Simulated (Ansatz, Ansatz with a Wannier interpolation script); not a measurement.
## Settings in Wannier-interpolated G0W0: MgAl2C2 (P-3m1)

Aim: vary the Wannier model and the GW settings for MgAl2C2 (P-3m1) and see what the interpolated bands lose.

Program: Ansatz 0.2.0. Level of theory: maximally localised Wannier functions, LDA, plane waves, PAW. Results are calculated unless marked as measured.

**1. The starting structure**

Symmetry: P-3m1, No. 164, trigonal system. Conventional cell: a = 3.377 Å, b = 3.377 Å, c = 5.817 Å, α = 90.00°, β = 90.00°, γ = 120.00°. Nearest to Mg lie 6 C at 2.51 Å. Nearest to Al lie 4 C at 2.00 to 2.20 Å. Nearest to C lie 4 Al at 2.00 to 2.20 Å and 3 Mg at 2.51 Å. Farther neighbours are not listed.

Geometry: measured cell, ions relaxed with LDA. The runs that relaxed it are not among those shown. The default PAW set here is soft_2. Its files were made with PBE.

**2. Wannier model on 12×12×8**

Localised functions give a small Hamiltonian that interpolates between mesh points at no cost.

input.yaml reads:

```yaml
crystal:
  lattice:
    - [3.377, 0.0, 0.0]
    - [-1.6885, 2.9245677886, 0.0]
    - [0.0, 0.0, 5.817]
  atoms:
    - { symbol: Mg, position: [0.0, 0.0, 0.0] }
    - { symbol: Al, position: [0.3333333333, 0.6666666667, 0.3502551946] }
    - { symbol: Al, position: [0.6666666667, 0.3333333333, 0.6497448054] }
    - { symbol: C, position: [0.3333333333, 0.6666666667, 0.7282484982] }
    - { symbol: C, position: [0.6666666667, 0.3333333333, 0.2717515018] }
kpoints:
  mp_grid: { grid: [6, 6, 4] }
hamiltonian:
  xc: lda
scf:
  occupations: { method: fixed }
  n_extra_bands: 30
output:
  wannier:
    kmesh: [12, 12, 8]
    projections:
      - { species: Al, l: s, shell: 3 }
      - { species: Al, l: p, shell: 3 }
      - { species: C, l: s, shell: 2 }
      - { species: C, l: p, shell: 2 }
      - { species: Mg, l: s, shell: 3 }
    minimise: true
    write_hr: true
    seedname: w
    conv_tol: 1.0e-07
    max_iter: 4000
    disentanglement:
      window: [1.66, 25.14]
      frozen_window: [1.66, 13.09]
      conv_tol: 1.0e-08
```

Command:

```bash
> ansatz run input.yaml --threads 4 --pin off --max-ram 18432MiB --backend cpu --events-out ev --progress --plain --runs-dir out
```

Numbers of over 12 decimals in the logs are rounded to 6 here.

The program printed:

```text
scf.n_extra_bands = 30 over 12 filled bands (N_el = 24.0): the run solves 42 bands
Engine: ansatz 0.2.0, aarch64-unknown-linux-gnu
Pseudopotentials: kind: paw
Pseudopotential: Mg, paw, valence charge 10, recommended cutoff 420 eV (normal), Mg.paw.azcp
Pseudopotential: Al, paw, valence charge 3, recommended cutoff 420 eV (normal), Al.paw.azcp
Pseudopotential: C, paw, valence charge 4, recommended cutoff 420 eV (normal), C.paw.azcp
Functional definition: SPW92
  exchange = slater_x
  correlation = pw_c
Crystal: 5 atoms, lattice volume = 57.450 Å³
Basis set: ecut = 420 eV, 1135 PW (Γ)
Bands: 42, of which v1, the nominal top of the filled ones, is band 12 counted from 1 (11 counted from 0)
Symmetry: 12 space group operations
Space group: P-3m1 (ITA 164), of the structure as read, at distance tolerance 3.9e-5 Å
k-points: 24 of 144
Non-local potential: Mg, projectors of the file, l = 0: 3, l = 1: 2, l = 2: 1
Non-local potential: Al, projectors of the file, l = 0: 2, l = 1: 2, l = 2: 1
Non-local potential: C, projectors of the file, l = 0: 2, l = 1: 2, l = 2: 1
PAW form: soft (Blöchl's): semilocal exchange-correlation on the pseudo side does not see the compensation charge
PAW frozen core: Mg, regenerated for the run's functional, and the local potential with it (the file was generated under x = pbe(κ = 0.804, μ = 0.219515), c = pbe(β = 0.066725))
PAW frozen core: Al, regenerated for the run's functional, and the local potential with it (the file was generated under x = pbe(κ = 0.804, μ = 0.219515), c = pbe(β = 0.066725))
PAW frozen core: C, regenerated for the run's functional, and the local potential with it (the file was generated under x = pbe(κ = 0.804, μ = 0.219515), c = pbe(β = 0.066725))
PAW one-centre angular grid: Mg, 110 points (default); XC on 64 Gauss nodes
PAW one-centre angular grid: Al, 110 points (default); XC on 64 Gauss nodes
PAW one-centre angular grid: C, 110 points (default); XC on 64 Gauss nodes
Initial density: superposition of atomic densities (neutral atoms: chi_scale 0, normalization atom), corrected by the library's trained network
Initial wavefunctions: pseudopotential atomic-orbital guess
Functional: x = slater, c = lda
SCF iter   1: F=—  HF=-3413.888471 eV  |F-HF|=—  |Δ(HF+E_count)|=         —  Δρ=6.69e-3  dr2=2.44e-2  ethr=1.77e-3  ⟨swp⟩=4.4  Hψ=3771  notcnv=0  defer=652
preconditioner: auto → none  [insulator: Δε(μ)=1.784 eV  Ē_g=21.157 eV  n_scr=10 (ndim 8)  ℏωp=19.6 eV  f_vac=0.000  ε∞_Penn≈1.9]
SCF iter   2: F=—  HF=-3413.878868 eV  |F-HF|=—  |Δ(HF+E_count)|=   9.60e-3  Δρ=3.18e-3  dr2=4.04e-3  ethr=1.02e-4  ⟨swp⟩=2.0  Hψ=1250  notcnv=0  defer=670
SCF iter   3: F=—  HF=-3413.877658 eV  |F-HF|=—  |Δ(HF+E_count)|=   1.21e-3  Δρ=1.15e-3  dr2=6.17e-4  ethr=1.68e-5  ⟨swp⟩=2.1  Hψ=645  notcnv=0  defer=670
SCF iter   4: F=—  HF=-3413.877514 eV  |F-HF|=—  |Δ(HF+E_count)|=   1.43e-4  Δρ=5.47e-4  dr2=2.17e-4  ethr=2.57e-6  ⟨swp⟩=2.0  Hψ=580  notcnv=0  defer=669
SCF iter   5: F=—  HF=-3413.877447 eV  |F-HF|=—  |Δ(HF+E_count)|=   6.77e-5  Δρ=1.55e-4  dr2=7.56e-6  ethr=9.02e-7  ⟨swp⟩=2.5  Hψ=581  notcnv=0  defer=569
SCF iter   6: F=—  HF=-3413.877444 eV  |F-HF|=—  |Δ(HF+E_count)|=   2.88e-6  Δρ=2.61e-5  dr2=2.04e-7  ethr=3.15e-8  ⟨swp⟩=2.0  Hψ=652  notcnv=0  defer=567
SCF iter   7: F=-3413.877444 eV  HF=-3413.877444 eV  |F-HF|=1.15e-9  |Δ(HF+E_count)|=   1.08e-8  Δρ=3.18e-6  dr2=2.74e-9  ethr=4.17e-10  ⟨swp⟩=10.8  Hψ=6907  notcnv=0
SCF 1 converged in 7 iterations: F = -3413.877444 eV  dr2 = 2.74e-9
[...]
NSCF: frozen V_eff on 134 k-points
the Wannier pass solved 134 of the 1152 points of its mesh, and has the states at the others by symmetry: states obtained by the crystal's operations at points that were solved too leave a residual of 4.04e-13 eV (read by the count's bands and the next), within 1.11e-5 eV
SCF converged after 7 iterations
Free energy (F): -3413.877444 eV
Harris-Foulkes:  -3413.877444 eV  (|F-HF|=1.15e-9)
Internal energy: -3413.877444 eV  (E = F + TS)
E sigma→0 (E₀):  -3413.877444 eV
Fermi energy:    8.308005 eV
--- Per-component energies (eV) ---
  E_band       = -279.815412
  E_kinetic    = 306.573086
  E_local      = -1835.760563  (includes V_loc(G=0)·N_el)
  E_nonlocal   = 172.415616
  E_hartree    = 673.657634
  E_xc         = -206.354649
  E_vxc        = -219.100284  (∫ρ·V_xc dr)
  E_paw        = -1341.170965  (= ΣΔE_a)
  E_vpaw       = -51.258539  (= ΣTr[D̂ρ^β])
  E_aug_tail   = 0.000001  (compensation charges beyond the density's cutoff)
  E_ewald      = -1183.625182
  E_core_change = 0.387577  (= ΣΔE_core)
  E_smearing   = -0.000000  (= −TS)
  E_closure    = 0.000000  (closes the sum)
  Σ components = -3413.877444   (vs F -3413.877444, Δ=0.00e0)
--- Band table (eV; the first three rows and the last of 24) ---
  k-point 0: bands = [... 8 lower, 7.2739, 8.0740, 8.1532, 8.1532, 11.6592, 12.9202, 14.9573, 14.9573, ... 26 higher]
  k-point 1: bands = [... 8 lower, 7.3435, 7.3435, 8.0665, 8.0665, 12.3394, 13.3225, 14.7763, 14.9002, ... 26 higher]
  k-point 2: bands = [... 8 lower, 7.4355, 7.4355, 7.9576, 7.9576, 12.8026, 13.6797, 14.7235, 14.9038, ... 26 higher]
  k-point 23: bands = [... 8 lower, 3.1470, 4.2593, 7.2457, 7.2457, 11.7904, 11.7904, 12.6446, 14.2977, ... 26 higher]
Wannier search: line search 1 of at most 4000: gauge-dependent spread (as the search counts it) 42.9196225 Å², largest recent change 3.0e1 Å² and fall left 2.1e1 Å² against conv_tol 1.0e-7 Å², 0 stops escaped
```

Run time: 76 s. Hardware: 4 threads of Arm Neoverse V1, shared host; peak memory 1.3 GiB.

This step gave:

```yaml
gauge_invariant_spread: 29.65 Å²
diagonal_spread: 0.09194 Å²
off_diagonal_spread: 4.504 Å²
total_spread: 34.25 Å²
least_projectability: 1.61e-14
localisation_steps: 41
disentanglement_steps: 391
r_m_s_interpolation_error: 6.19e-4 eV
r_m_s_error_near_the_gap: 8.17e-4 eV
```

Near the gap the model misses directly solved bands by 0.8 meV r.m.s. and by 9 meV at most in the window tested. This tests the starting bands, not the corrections carried with them.

**3. Wannier model on 6×6×4**

input.yaml: that of step 2 with these lines changed.

```diff
@@ -20,3 +20,3 @@
   wannier:
-    kmesh: [12, 12, 8]
+    kmesh: [6, 6, 4]
     projections:
```

The program printed:

```text
[...]
Crystal: 5 atoms, lattice volume = 57.450 Å³
Basis set: ecut = 420 eV, 1135 PW (Γ)
Bands: 42, of which v1, the nominal top of the filled ones, is band 12 counted from 1 (11 counted from 0)
Symmetry: 12 space group operations
[...]
k-points: 24 of 144
[...]
SCF iter   1: F=—  HF=-3413.888471 eV  |F-HF|=—  |Δ(HF+E_count)|=         —  Δρ=6.69e-3  dr2=2.44e-2  ethr=1.77e-3  ⟨swp⟩=4.4  Hψ=3771  notcnv=0  defer=652
[...]
SCF iter   7: F=-3413.877444 eV  HF=-3413.877444 eV  |F-HF|=1.15e-9  |Δ(HF+E_count)|=   1.08e-8  Δρ=3.18e-6  dr2=2.74e-9  ethr=4.17e-10  ⟨swp⟩=10.8  Hψ=6907  notcnv=0
SCF 1 converged in 7 iterations: F = -3413.877444 eV  dr2 = 2.74e-9
[...]
NSCF: frozen V_eff on 27 k-points
[...]
SCF converged after 7 iterations
Free energy (F): -3413.877444 eV
[...]
Internal energy: -3413.877444 eV  (E = F + TS)
E sigma→0 (E₀):  -3413.877444 eV
Fermi energy:    8.308005 eV
[...]
--- Band table (eV; the first three rows and the last of 24) ---
  k-point 0: bands = [... 8 lower, 7.2739, 8.0740, 8.1532, 8.1532, 11.6592, 12.9202, 14.9573, 14.9573, ... 26 higher]
  k-point 1: bands = [... 8 lower, 7.3435, 7.3435, 8.0665, 8.0665, 12.3394, 13.3225, 14.7763, 14.9002, ... 26 higher]
  k-point 2: bands = [... 8 lower, 7.4355, 7.4355, 7.9576, 7.9576, 12.8026, 13.6797, 14.7235, 14.9038, ... 26 higher]
  k-point 23: bands = [... 8 lower, 3.1470, 4.2593, 7.2457, 7.2457, 11.7904, 11.7904, 12.6446, 14.2977, ... 26 higher]
[...]
WARN: <dir> 332 periodic images of 332 elements of H(R) lie 4.88e-4 to 1.95e-3 Å beyond their element's nearest image, near the 9.77e-4 Å window within which an element is shared among its images; whether they share it moves the interpolated H(k) by 2.2e-2 eV (Frobenius norm, root mean square over the Brillouin zone); at the model's own mesh points H(k) does not change
```

Wall time 5.7 s (4 threads); peak memory 0.38 GiB; 19 s of CPU time.

Numbers from this step:

```
gauge-invariant spread     : 26.76 Å²
diagonal spread            : 0.1474 Å²
off-diagonal spread        : 5.517 Å²
total spread               : 32.42 Å²
least projectability       : 2.01e-13
localisation steps         : 51
disentanglement steps      : 203
r.m.s. interpolation error : 0.006273 eV
r.m.s. error near the gap  : 0.007563 eV
```

Near the gap the model misses directly solved bands by 7.6 meV r.m.s. and by 41 meV at most in the window tested. This tests the starting bands, not the corrections carried with them.

Frozen up to 4.77 eV; above it the model need not follow the bands. The electronic bands at the labelled points (eV, zero at the valence-band top; v1 is the highest filled band, c1 the lowest empty one):

```csv
point,v4,v3,v2,v1,c1,c2,c3,c4
Γ,-1.05,-0.25,-0.17,-0.17,3.34,4.60,6.67,6.67
halfway,-2.70,-1.93,-0.57,-0.25,3.47,4.47,5.56,6.80
M,-3.62,-2.53,-2.11,-1.00,2.02,4.36,4.62,6.68
halfway,-3.86,-3.35,-2.15,-2.06,2.97,4.31,5.54,6.48
K,-4.74,-3.30,-2.56,-2.56,2.37,5.82,5.83,6.63
halfway,-3.58,-2.17,-1.28,-0.36,4.57,4.78,5.13,5.53
Γ,-1.05,-0.25,-0.17,-0.17,3.34,4.60,6.67,6.67
halfway,-0.98,-0.98,-0.25,-0.25,4.02,5.01,6.61,6.62
A,-0.89,-0.89,-0.36,-0.36,4.48,5.41,6.52,6.64
halfway,-2.76,-1.74,-1.73,-0.88,3.66,4.31,5.20,6.61
L,-2.32,-1.85,-1.53,-1.35,1.89,3.52,4.00,4.62
halfway,-3.85,-2.80,-1.49,-1.03,2.57,3.60,5.45,5.50
H,-5.17,-4.06,-1.07,-1.07,3.47,3.47,4.32,5.98
halfway,-3.00,-2.14,-1.77,-1.41,4.11,4.15,6.20,6.47
A,-0.89,-0.89,-0.36,-0.36,4.48,5.41,6.52,6.64
jump to L,-2.32,-1.85,-1.53,-1.35,1.89,3.52,4.00,4.62
halfway,-2.92,-2.44,-1.54,-1.16,1.83,3.64,4.97,5.59
M,-3.62,-2.53,-2.11,-1.00,2.02,4.36,4.62,6.68
jump to H,-5.17,-4.06,-1.07,-1.07,3.47,3.47,4.32,5.98
halfway,-5.15,-3.66,-1.82,-1.82,3.14,4.51,4.51,6.58
K,-4.74,-3.30,-2.56,-2.56,2.37,5.82,5.83,6.63
```

The same for Kohn-Sham, solved directly:

```
point     v4     v3     v2     v1    c1    c2    c3    c4
    Γ  -1.05  -0.25  -0.17  -0.17  3.34  4.60  6.64  6.64
    M  -3.62  -2.53  -2.11  -1.00  2.02  4.36  4.62  6.62
    K  -4.74  -3.30  -2.56  -2.56  2.37  5.81  5.81  6.63
    Γ  -1.05  -0.25  -0.17  -0.17  3.34  4.60  6.64  6.64
    A  -0.89  -0.89  -0.36  -0.36  4.48  5.36  6.40  6.58
    L  -2.32  -1.85  -1.53  -1.35  1.89  3.52  4.00  4.62
    H  -5.17  -4.06  -1.07  -1.07  3.47  3.47  4.32  5.98
    A  -0.89  -0.89  -0.36  -0.36  4.48  5.36  6.40  6.58
    L  -2.32  -1.85  -1.53  -1.35  1.89  3.52  4.00  4.62
    M  -3.62  -2.53  -2.11  -1.00  2.02  4.36  4.62  6.62
    H  -5.17  -4.06  -1.07  -1.07  3.47  3.47  4.32  5.98
    K  -4.74  -3.30  -2.56  -2.56  2.37  5.81  5.81  6.63
```

**4. A faulty Wannier input**

input.yaml: that of step 3 with these lines changed.

```diff
@@ -32,5 +32,2 @@
     max_iter: 4000
-    disentanglement:
-      window: [1.66, 25.14]
-      frozen_window: [1.66, 13.09]
-      conv_tol: 1.0e-08
+    disentanglement: { window: [1.66, 25.14] }
```

The program printed:

```text
[...]
Crystal: 5 atoms, lattice volume = 57.450 Å³
Basis set: ecut = 420 eV, 1135 PW (Γ)
Bands: 42, of which v1, the nominal top of the filled ones, is band 12 counted from 1 (11 counted from 0)
Symmetry: 12 space group operations
[...]
k-points: 24 of 144
[...]
SCF iter   1: F=—  HF=-3413.888471 eV  |F-HF|=—  |Δ(HF+E_count)|=         —  Δρ=6.69e-3  dr2=2.44e-2  ethr=1.77e-3  ⟨swp⟩=4.4  Hψ=3771  notcnv=0  defer=652
[...]
SCF iter   7: F=-3413.877444 eV  HF=-3413.877444 eV  |F-HF|=1.15e-9  |Δ(HF+E_count)|=   1.08e-8  Δρ=3.18e-6  dr2=2.74e-9  ethr=4.17e-10  ⟨swp⟩=10.8  Hψ=6907  notcnv=0
SCF 1 converged in 7 iterations: F = -3413.877444 eV  dr2 = 2.74e-9
[...]
SCF converged after 7 iterations
Free energy (F): -3413.877444 eV
[...]
Internal energy: -3413.877444 eV  (E = F + TS)
E sigma→0 (E₀):  -3413.877444 eV
Fermi energy:    8.308005 eV
[...]
--- Band table (eV; the first three rows and the last of 24) ---
  k-point 0: bands = [... 8 lower, 7.2739, 8.0740, 8.1532, 8.1532, 11.6592, 12.9202, 14.9573, 14.9573, ... 26 higher]
  k-point 1: bands = [... 8 lower, 7.3435, 7.3435, 8.0665, 8.0665, 12.3394, 13.3225, 14.7763, 14.9002, ... 26 higher]
  k-point 2: bands = [... 8 lower, 7.4355, 7.4355, 7.9576, 7.9576, 12.8026, 13.6797, 14.7235, 14.9038, ... 26 higher]
  k-point 23: bands = [... 8 lower, 3.1470, 4.2593, 7.2457, 7.2457, 11.7904, 11.7904, 12.6446, 14.2977, ... 26 higher]
[...]
```

Elapsed: 25 s, on 4 threads; peak memory 0.38 GiB.

This step gave:

| Property | Result |
| --- | --- |
| gauge-invariant spread | 30.57 Å² |
| diagonal spread | 0.2764 Å² |
| off-diagonal spread | 7.349 Å² |
| total spread | 38.20 Å² |
| least projectability | -8.45e-17 |
| localisation steps | 59 |
| disentanglement steps | 66 |
| r.m.s. interpolation error | 0.1184 eV |
| r.m.s. error near the gap | 0.1495 eV |

No frozen window. Electronic bands along the path, in eV, zero at the valence-band top; v1 is the highest filled band, c1 the lowest empty one:

```
    point     v4     v3     v2     v1    c1    c2    c3    c4
        Γ  -0.90  -0.25  -0.16  -0.16  3.34  4.60  6.78  7.15
  halfway  -2.67  -1.79  -0.45   0.07  3.61  4.50  5.84  6.81
        M  -3.57  -2.40  -2.11  -1.00  2.02  4.45  4.62  7.29
  halfway  -3.75  -3.32  -2.04  -2.00  3.38  4.96  5.58  6.66
        K  -4.73  -3.04  -2.49  -2.49  2.56  5.81  5.81  6.64
  halfway  -3.56  -2.02  -1.25   0.06  4.67  4.96  5.14  6.63
        Γ  -0.90  -0.25  -0.16  -0.16  3.34  4.60  6.78  7.15
  halfway  -0.83  -0.83  -0.21  -0.21  4.02  5.00  6.46  7.16
        A  -0.71  -0.71  -0.29  -0.29  4.48  5.36  6.40  7.15
  halfway  -2.73  -1.74  -1.60  -0.65  3.79  4.50  5.31  6.58
        L  -2.15  -1.84  -1.53  -1.21  1.89  3.83  4.03  4.62
  halfway  -3.73  -2.83  -1.51  -1.01  2.61  3.83  5.49  5.63
        H  -5.15  -4.06  -1.07  -1.07  3.47  3.47  4.38  7.49
  halfway  -2.94  -2.01  -1.70  -1.37  4.19  4.22  6.30  6.39
        A  -0.71  -0.71  -0.29  -0.29  4.48  5.36  6.40  7.15
jump to L  -2.15  -1.84  -1.53  -1.21  1.89  3.83  4.03  4.62
  halfway  -2.90  -2.28  -1.52  -1.09  1.84  3.64  5.33  5.56
        M  -3.57  -2.40  -2.11  -1.00  2.02  4.45  4.62  7.29
jump to H  -5.15  -4.06  -1.07  -1.07  3.47  3.47  4.38  7.49
  halfway  -5.15  -3.59  -1.82  -1.82  3.59  4.51  4.51  6.94
        K  -4.73  -3.04  -2.49  -2.49  2.56  5.81  5.81  6.64
```

The same for Kohn-Sham, solved directly:

(Unchanged from step 3.)

The fault put into this input: nothing frozen.

(Continued in part 2 of 2.)

[Paths, hosts, dates, memory and timing lines, banners, echoed tables and standing remarks are left out of the program output.]

[Logs are printed without paths, hosts, clocks, repeated set-up lines and the standing remarks that a program may print on its own settings, such as how far it seeks lower states.]

[Runs of the session that timed out or met a known fault of the program may be left out.]

[Hosts, paths, dates, database ids (printed as entryN), source tags and the programs' standing remarks are cut or masked in the printed files.]
